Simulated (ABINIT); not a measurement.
# Diamond (Fd-3m, 2 atoms a cell): G0W0 in ABINIT against the plane-wave cutoff, part 2 of 2

Aim: move the plane-wave cutoff of a G0W0 run on Diamond (Fd-3m, 2 atoms a cell) over a wide range.

ABINIT 10.8.3; PBE and many-body steps on it, plane waves. Known limits of the many-body steps: not at the basis limit.

So far. Step 5 (Empty states on the mesh, 8×8×8 mesh, 64 bands): On this mesh the gap is 4.189 eV. Step 6 (Screening, 8×8×8 mesh, 56 bands, screening to 261.2 eV): Local fields lower ε∞ by 7 %.

## Step 8: Screening, 8×8×8 mesh, 56 bands, screening to 261.2 eV

This step: RPA screening on PBE, plane waves, norm-conserving pseudopotentials.

File run.abi:

```
acell 3*1.0 Angstrom
rprim 
  -0.000000000000 1.783370000000 1.783370000000
  1.783370000000 0.000000000000 1.783370000000
  1.783370000000 1.783370000000 0.000000000000
ntypat 1
znucl 6
natom 2
typat 1 1
xred 
  0.000000000000 0.000000000000 -0.000000000000
  0.250000000000 0.250000000000 0.250000000000
pp_dirpath "pseudos"
pseudos "C.upf"
ecut 30
ngkpt 8 8 8
nshiftk 1
shiftk 0 0 0
kptopt 1
chksymbreak 0
istwfk *1
occopt 1
irdwfk 1
optdriver 3
nband 56
ecuteps 9.6
inclvkb 2
awtr 1
symchi 1
indata_prefix "in"
outdata_prefix "out"
tmpdata_prefix "tmp"
```

The run is started by

```sh
> OMP_NUM_THREADS=1 mpirun -n 4 abinit run.abi > log
```

The log of the run:

```text
.Version 10.8.3 of ABINIT. v10.8.2 released Aug 2026.

 Symmetries : space group Fd -3 m (#227); Bravais cF (face-center cubic)
[... echo of the input left out ...]
== DATASET  1 ==================================================================
-   mpi_nproc: 4, omp_nthreads: 1 (-1 if OMP is not activated)

--- !DatasetInfo
iteration_state: {dtset: 1, }
dimensions: {natom: 2, nkpt: 29, mband: 56, nsppol: 1, nspinor: 1, nspden: 1, mpw: 620, }
cutoff_energies: {ecut:  30.0, pawecutdg:  -1.0, }
electrons: {nelect:   8.00000000E+00, charge:   0.00000000E+00, occopt:   1.00000000E+00, tsmear:   1.00000000E-02, }

 SCREENING: Calculation of the susceptibility and dielectric matrices

 Based on a program developped by R.W. Godby, V. Olevano, G. Onida, and L. Reining.
 Incorporated in ABINIT by V. Olevano, G.-M. Rignanese, and M. Torrent.
.Using double precision arithmetic ; gwpc =  8

[... cell and pseudopotentials left out ...]
--------------------------------------------------------------------------------

 ==== K-mesh for the wavefunctions ====
 Number of points in the irreducible wedge :    29
[... list of points left out ...]
 Together with 48 symmetry operations and time-reversal symmetry
 yields   512 points in the full Brillouin Zone.

 ==== Q-mesh for the screening function ====
 Number of points in the irreducible wedge :    29
[... list of points left out ...]
 Together with 48 symmetry operations and time-reversal symmetry
 yields   512 points in the full Brillouin Zone.

 setmesh: FFT mesh size selected  =    20x   20x   20
          total number of points  =         8000

 vcoul_init : cutoff-mode = AUXILIARY_FUNCTION
 q-points for optical limit:   1
     1)      0.000010    0.000020    0.000030

- screening: taking advantage of time-reversal symmetry
- Maximum band index for partially occupied states nbvw = 4
- Remaining bands to be divided among processors   nbcw = 52
- Number of bands treated by each node ~13

 Number of electrons calculated from density =    8.0000; Expected =    8.0000
 average of density, n =  0.104505
 r_s =    1.3170
 omega_plasma =   31.1835 [eV]

 calculating chi0 at frequencies [eV] :
  1    0.000000E+00    0.000000E+00
  2    0.000000E+00    3.118352E+01

--------------------------------------------------------------------------------
  q-point number  1        q = ( 0.000000, 0.000000, 0.000000) [r.l.u.]
--------------------------------------------------------------------------------
[... chi0 elements left out ...]
 For q-point:  0.000010 0.000020 0.000030
  dielectric constant =   5.5172
  dielectric constant without local fields =   5.9568

  Average fulfillment of the sum rule on Im[epsilon] for q-point    1 :     85.44  [%]
[... wings left out ...]
  q-point number  2        q = ( 0.125000, 0.000000, 0.000000) [r.l.u.]
--------------------------------------------------------------------------------
[... chi0 elements left out ...]
  Average fulfillment of the sum rule on Im[epsilon] for q-point    2 :     97.24  [%]

 [... 27 further q-points ...]
```

Wall time 18 s (4 MPI ranks of AMD EPYC 9R45, shared host); peak memory 0.63 GiB.

Numbers from this step:

```
ε∞ with local fields, on this mesh, along the program's q direction : 5.517
the same without local fields                                       : 5.957
plasma frequency                                                    : 31.18 eV
plane waves in the screening matrix                                 : 113
```

## Step 9: 30 Ha

The self-energy is evaluated for the states that the input lists, and the levels follow from it, in one-shot runs by the linearised quasiparticle equation.

This step: G0W0 on PBE, plane waves, norm-conserving pseudopotentials.

run.abi: that of step 8 with these lines changed.

```diff
@@ -23,8 +23,17 @@
 irdwfk 1
-optdriver 3
+optdriver 4
 nband 56
+gwcalctyp 0
+ecutsigx 30
+symsigma 1
+nkptgw 2
+kptgw 
+  0.0000000000 0.0000000000 0.0000000000
+  0.3750000000 0.3750000000 0.0000000000
+bdgw 
+  2 7
+  3 6
 ecuteps 9.6
-inclvkb 2
-awtr 1
-symchi 1
+irdscr 1
+ppmodel 1
 indata_prefix "in"
```

The log of the run:

```text
.Version 10.8.3 of ABINIT. v10.8.2 released Aug 2026.

 Symmetries : space group Fd -3 m (#227); Bravais cF (face-center cubic)
[... echo of the input left out ...]
== DATASET  1 ==================================================================
-   mpi_nproc: 4, omp_nthreads: 1 (-1 if OMP is not activated)

--- !DatasetInfo
iteration_state: {dtset: 1, }
dimensions: {natom: 2, nkpt: 29, mband: 56, nsppol: 1, nspinor: 1, nspden: 1, mpw: 620, }
cutoff_energies: {ecut:  30.0, pawecutdg:  -1.0, }
electrons: {nelect:   8.00000000E+00, charge:   0.00000000E+00, occopt:   1.00000000E+00, tsmear:   1.00000000E-02, }

 SIGMA: Calculation of the GW corrections

 Based on a program developped by R.W. Godby, V. Olevano, G. Onida, and L. Reining.
 Incorporated in ABINIT by V. Olevano, G.-M. Rignanese, and M. Torrent.
.Using double precision arithmetic ; gwpc =  8

[... cell and pseudopotentials left out ...]
--------------------------------------------------------------------------------

 ==== K-mesh for the wavefunctions ====
 Number of points in the irreducible wedge :    29
[... list of points left out ...]
 Together with 48 symmetry operations and time-reversal symmetry
 yields   512 points in the full Brillouin Zone.

 ==== Q-mesh for screening function ====
 Number of points in the irreducible wedge :    29
[... list of points left out ...]
 Together with 48 symmetry operations and time-reversal symmetry
 yields   512 points in the full Brillouin Zone.

 vcoul_init : cutoff-mode = AUXILIARY_FUNCTION
 q-points for optical limit:   1
     1)      0.000010    0.000020    0.000030
 setmesh: FFT mesh size selected  =    24x   24x   24
          total number of points  =        13824

 Number of electrons calculated from density =    8.0000; Expected =    8.0000
[...]
number of omega for Sigma on real axis              0
 max omega for Sigma on real axis  [eV]           0.00
 zcut for avoiding poles [eV]                     0.10

 EPSILON^-1 parameters (SCR file):
 dimension of the eps^-1 matrix on file            113
 dimension of the eps^-1 matrix used               113
 number of plane-waves for wavefunctions           609
 number of bands                                    56
 number of q-points in IBZ                          29
 number of frequencies                               2
 number of real frequencies                          1
 number of imag frequencies                          1

 matrix elements of self-energy operator (all in [eV])

 Perturbative Calculation

--- !SelfEnergy_ee
iteration_state: {dtset: 1, }
kpoint     : [   0.000,    0.000,    0.000, ]
spin       : 1
KS_gap     :    5.635
QP_gap     :    7.413
Delta_QP_KS:    1.778
data: !SigmaeeData |
     Band     E0 <VxcDFT>   SigX SigC(E0)      Z dSigC/dE  Sig(E)    E-E0       E
        2  10.299 -16.963 -19.290   1.551   0.831  -0.203 -17.608  -0.645   9.655
        3  10.299 -16.963 -19.290   1.551   0.831  -0.203 -17.608  -0.645   9.655
        4  10.299 -16.963 -19.290   1.551   0.831  -0.203 -17.608  -0.645   9.655
[...]
--- !SelfEnergy_ee
iteration_state: {dtset: 1, }
kpoint     : [   0.375,    0.375,    0.000, ]
spin       : 1
KS_gap     :    9.939
QP_gap     :   11.596
Delta_QP_KS:    1.657
data: !SigmaeeData |
     Band     E0 <VxcDFT>   SigX SigC(E0)      Z dSigC/dE  Sig(E)    E-E0       E
[...]
5  14.484 -14.092  -8.674  -4.675   0.842  -0.188 -13.466   0.626  15.111
        6  17.098 -13.237  -7.305  -5.216   0.843  -0.186 -12.633   0.604  17.701

== END DATASET(S) ==============================================================
================================================================================

 -outvars: echo values of variables after computation  --------
           etotal      0.0000000000E+00
            nband          56
             nkpt          29
          spgroup         227
 [... the other variables as echoed above ...]

 Calculation completed.
```

It took 4.5 s on 4 MPI ranks; peak memory 0.7 GiB.

Numbers from this step:

```yaml
g0w0_gap_on_the_points_computed: 5.456 eV
starting_gap_on_the_mesh: 4.185 eV
k_of_the_valence_top: 0, 0, 0
k_of_the_conduction_bottom: 0.375, 0.375, 0
z_at_the_valence_top: 0.831
z_at_the_conduction_bottom: 0.842
least_direct_g0w0_gap_on_the_computed_points: 7.413 eV
```

The gap on the mesh goes from 4.18 eV to 5.46 eV, a correction of +1.27 eV.

## Step 10: Screening, 8×8×8 mesh, 56 bands, screening to 261.2 eV

This step: RPA screening on PBE, plane waves, norm-conserving pseudopotentials.

run.abi: that of step 9 with these lines changed.

```diff
@@ -14,3 +14,3 @@
 pseudos "C.upf"
-ecut 30
+ecut 37
 ngkpt 8 8 8
@@ -23,17 +23,8 @@
 irdwfk 1
-optdriver 4
+optdriver 3
 nband 56
-gwcalctyp 0
-ecutsigx 30
-symsigma 1
-nkptgw 2
-kptgw 
-  0.0000000000 0.0000000000 0.0000000000
-  0.3750000000 0.3750000000 0.0000000000
-bdgw 
-  2 7
-  3 6
 ecuteps 9.6
-irdscr 1
-ppmodel 1
+inclvkb 2
+awtr 1
+symchi 1
 indata_prefix "in"
```

The log of the run:

```text
.Version 10.8.3 of ABINIT. v10.8.2 released Aug 2026.

 Symmetries : space group Fd -3 m (#227); Bravais cF (face-center cubic)
[... echo of the input left out ...]
== DATASET  1 ==================================================================
-   mpi_nproc: 4, omp_nthreads: 1 (-1 if OMP is not activated)

--- !DatasetInfo
iteration_state: {dtset: 1, }
dimensions: {natom: 2, nkpt: 29, mband: 56, nsppol: 1, nspinor: 1, nspden: 1, mpw: 869, }
cutoff_energies: {ecut:  37.0, pawecutdg:  -1.0, }
[...]
--------------------------------------------------------------------------------
[... chi0 elements left out ...]
 For q-point:  0.000010 0.000020 0.000030
  dielectric constant =   5.5095
  dielectric constant without local fields =   5.9484

  Average fulfillment of the sum rule on Im[epsilon] for q-point    1 :     85.44  [%]
[... wings left out ...]
  q-point number  2        q = ( 0.125000, 0.000000, 0.000000) [r.l.u.]
--------------------------------------------------------------------------------
[... chi0 elements left out ...]
  Average fulfillment of the sum rule on Im[epsilon] for q-point    2 :     97.24  [%]

 [... 27 further q-points ...]
```

Elapsed: 22 s, on 4 MPI ranks; peak memory 0.65 GiB.

Numbers from this step:

| Quantity | Value |
| --- | --- |
| ε∞ with local fields, on this mesh, along the program's q direction | 5.510 |
| the same without local fields | 5.948 |
| plasma frequency | 31.18 eV |
| plane waves in the screening matrix | 113 |

## Step 11: 37 Ha

This step: G0W0 on PBE, plane waves, norm-conserving pseudopotentials.

run.abi: that of step 10 with these lines changed.

```diff
@@ -23,8 +23,17 @@
 irdwfk 1
-optdriver 3
+optdriver 4
 nband 56
+gwcalctyp 0
+ecutsigx 37
+symsigma 1
+nkptgw 2
+kptgw 
+  0.0000000000 0.0000000000 0.0000000000
+  0.3750000000 0.3750000000 0.0000000000
+bdgw 
+  2 7
+  3 6
 ecuteps 9.6
-inclvkb 2
-awtr 1
-symchi 1
+irdscr 1
+ppmodel 1
 indata_prefix "in"
```

The log of the run:

```text
.Version 10.8.3 of ABINIT. v10.8.2 released Aug 2026.

 Symmetries : space group Fd -3 m (#227); Bravais cF (face-center cubic)
[... echo of the input left out ...]
== DATASET  1 ==================================================================
-   mpi_nproc: 4, omp_nthreads: 1 (-1 if OMP is not activated)

--- !DatasetInfo
iteration_state: {dtset: 1, }
dimensions: {natom: 2, nkpt: 29, mband: 56, nsppol: 1, nspinor: 1, nspden: 1, mpw: 869, }
cutoff_energies: {ecut:  37.0, pawecutdg:  -1.0, }
[...]
Band     E0 <VxcDFT>   SigX SigC(E0)      Z dSigC/dE  Sig(E)    E-E0       E
[...]
5  14.483 -14.094  -8.673  -4.677   0.842  -0.188 -13.467   0.627  15.110
        6  17.096 -13.238  -7.304  -5.217   0.843  -0.186 -12.633   0.605  17.701

== END DATASET(S) ==============================================================
================================================================================

 -outvars: echo values of variables after computation  --------
           etotal      0.0000000000E+00
            nband          56
             nkpt          29
          spgroup         227
 [... the other variables as echoed above ...]

 Calculation completed.
```

The job ended after 5.4 s (4 MPI ranks; peak memory 0.66 GiB; 21 s of CPU time).

Numbers from this step:

* G0W0 gap on the points computed: 5.467 eV
* starting gap on the mesh: 4.190 eV
* k of the valence top: 0, 0, 0
* k of the conduction bottom: 0.375, 0.375, 0
* least direct G0W0 gap on the computed points: 7.408 eV

Against the run before, the gap moves by +0.011 eV.

## Step 12: Screening, 8×8×8 mesh, 56 bands, screening to 261.2 eV

This step: RPA screening on PBE, plane waves, norm-conserving pseudopotentials.

run.abi: that of step 11 with these lines changed.

```diff
@@ -14,3 +14,3 @@
 pseudos "C.upf"
-ecut 37
+ecut 46
 ngkpt 8 8 8
@@ -23,17 +23,8 @@
 irdwfk 1
-optdriver 4
+optdriver 3
 nband 56
-gwcalctyp 0
-ecutsigx 37
-symsigma 1
-nkptgw 2
-kptgw 
-  0.0000000000 0.0000000000 0.0000000000
-  0.3750000000 0.3750000000 0.0000000000
-bdgw 
-  2 7
-  3 6
 ecuteps 9.6
-irdscr 1
-ppmodel 1
+inclvkb 2
+awtr 1
+symchi 1
 indata_prefix "in"
```

The log of the run:

```text
.Version 10.8.3 of ABINIT. v10.8.2 released Aug 2026.

 Symmetries : space group Fd -3 m (#227); Bravais cF (face-center cubic)
[... echo of the input left out ...]
== DATASET  1 ==================================================================
-   mpi_nproc: 4, omp_nthreads: 1 (-1 if OMP is not activated)

--- !DatasetInfo
iteration_state: {dtset: 1, }
dimensions: {natom: 2, nkpt: 29, mband: 56, nsppol: 1, nspinor: 1, nspden: 1, mpw: 1158, }
cutoff_energies: {ecut:  46.0, pawecutdg:  -1.0, }
[...]
--------------------------------------------------------------------------------
[... chi0 elements left out ...]
 For q-point:  0.000010 0.000020 0.000030
  dielectric constant =   5.5098
  dielectric constant without local fields =   5.9488

  Average fulfillment of the sum rule on Im[epsilon] for q-point    1 :     85.44  [%]
[... wings left out ...]
  q-point number  2        q = ( 0.125000, 0.000000, 0.000000) [r.l.u.]
--------------------------------------------------------------------------------
[... chi0 elements left out ...]
  Average fulfillment of the sum rule on Im[epsilon] for q-point    2 :     97.24  [%]

 [... 27 further q-points ...]
```

Elapsed: 46 s, on 4 MPI ranks; peak memory 0.88 GiB.

This step gave:

```
ε∞ with local fields, on this mesh, along the program's q direction : 5.510
the same without local fields                                       : 5.949
plasma frequency                                                    : 31.18 eV
plane waves in the screening matrix                                 : 113
```

## Step 13: 46 Ha

This step: G0W0 on PBE, plane waves, norm-conserving pseudopotentials.

run.abi: that of step 12 with these lines changed.

```diff
@@ -23,8 +23,17 @@
 irdwfk 1
-optdriver 3
+optdriver 4
 nband 56
+gwcalctyp 0
+ecutsigx 46
+symsigma 1
+nkptgw 2
+kptgw 
+  0.0000000000 0.0000000000 0.0000000000
+  0.3750000000 0.3750000000 0.0000000000
+bdgw 
+  2 7
+  3 6
 ecuteps 9.6
-inclvkb 2
-awtr 1
-symchi 1
+irdscr 1
+ppmodel 1
 indata_prefix "in"
```

The log of the run:

```text
.Version 10.8.3 of ABINIT. v10.8.2 released Aug 2026.

 Symmetries : space group Fd -3 m (#227); Bravais cF (face-center cubic)
[... echo of the input left out ...]
== DATASET  1 ==================================================================
-   mpi_nproc: 4, omp_nthreads: 1 (-1 if OMP is not activated)

--- !DatasetInfo
iteration_state: {dtset: 1, }
dimensions: {natom: 2, nkpt: 29, mband: 56, nsppol: 1, nspinor: 1, nspden: 1, mpw: 1158, }
cutoff_energies: {ecut:  46.0, pawecutdg:  -1.0, }
[...]
Band     E0 <VxcDFT>   SigX SigC(E0)      Z dSigC/dE  Sig(E)    E-E0       E
[...]
5  14.482 -14.094  -8.673  -4.677   0.842  -0.188 -13.468   0.627  15.109
        6  17.096 -13.238  -7.304  -5.217   0.843  -0.186 -12.634   0.605  17.700

== END DATASET(S) ==============================================================
================================================================================

 -outvars: echo values of variables after computation  --------
           etotal      0.0000000000E+00
            nband          56
             nkpt          29
          spgroup         227
 [... the other variables as echoed above ...]

 Calculation completed.
```

It took 5.2 s on 4 MPI ranks; peak memory 0.87 GiB.

This step gave:

| Item | Value |
| --- | --- |
| G0W0 gap on the points computed | 5.466 eV |
| starting gap on the mesh | 4.189 eV |
| k of the valence top | 0, 0, 0 |
| k of the conduction bottom | 0.375, 0.375, 0 |
| least direct G0W0 gap on the computed points | 7.406 eV |

Against the run before, the gap moves by −0.001 eV.

## Step 14: The runs together

Times are wall times on 4 MPI ranks of AMD EPYC 9R45, shared host, good to a factor of about two. A run's time includes the screening step that it read.

```csv
run,mesh,bands,screening cutoff (eV),DFT gap (eV),gap on the mesh (eV),direct (eV),ε∞ used,time
22 Ha,8×8×8,56,261.2,4.052,5.325,7.418,5.54,22 s
30 Ha,8×8×8,56,261.2,4.185,5.456,7.413,5.52,22 s
37 Ha,8×8×8,56,261.2,4.190,5.467,7.408,5.51,27 s
46 Ha,8×8×8,56,261.2,4.189,5.466,7.406,5.51,51 s
```

## Step 15: Results

| Item | Value |
| --- | --- |
| 22 Ha | 5.325 eV |
| 30 Ha | 5.456 eV |
| 37 Ha | 5.467 eV |
| 46 Ha | 5.466 eV |
| known limits | not at the basis limit |

**Reading.** The setting moved: plane-wave cutoff. From 22 Ha to 46 Ha the gap moves by +0.14 eV, for 2.3 times the time. It holds to 0.03 eV from 30 Ha on. Bands and screening cutoff are coupled, so a series along one setting does not show full convergence. Bands and cutoff are finite, so the gap is not at the basis limit. The miss can reach some tenths of an eV and take either sign; the mesh is an error of its own. In the first G0W0 run levels were corrected at 2 k points alone, so a gap called «on the mesh» is the least over those, and an edge elsewhere would be missed.

[Paths, hosts, dates, memory and timing lines, banners, echoed tables and standing remarks are left out of the program output.]

[Logs are printed without paths, hosts, clocks, repeated set-up lines and the standing remarks that a program may print on its own settings, such as how far it seeks lower states.]

[Runs of the session that timed out or met a known fault of the program may be left out.]

[No measured gap is set beside runs whose start may be inverted or whose files or cutoffs have a known fault.]

[Hosts, paths, dates, database ids (printed as entryN), source tags and the programs' standing remarks are cut or masked in the printed files.]

[G0W0 gaps are taken among the corrected bands and points alone; a level outside them can change the order at an edge.]

[Where Ansatz stands beside ABINIT at settings called matched, ABINIT's density can come from a denser mesh and the files from another edition; pairs whose starting gaps differed by over 0.03 eV were left out, so agreement reads better than it is.]
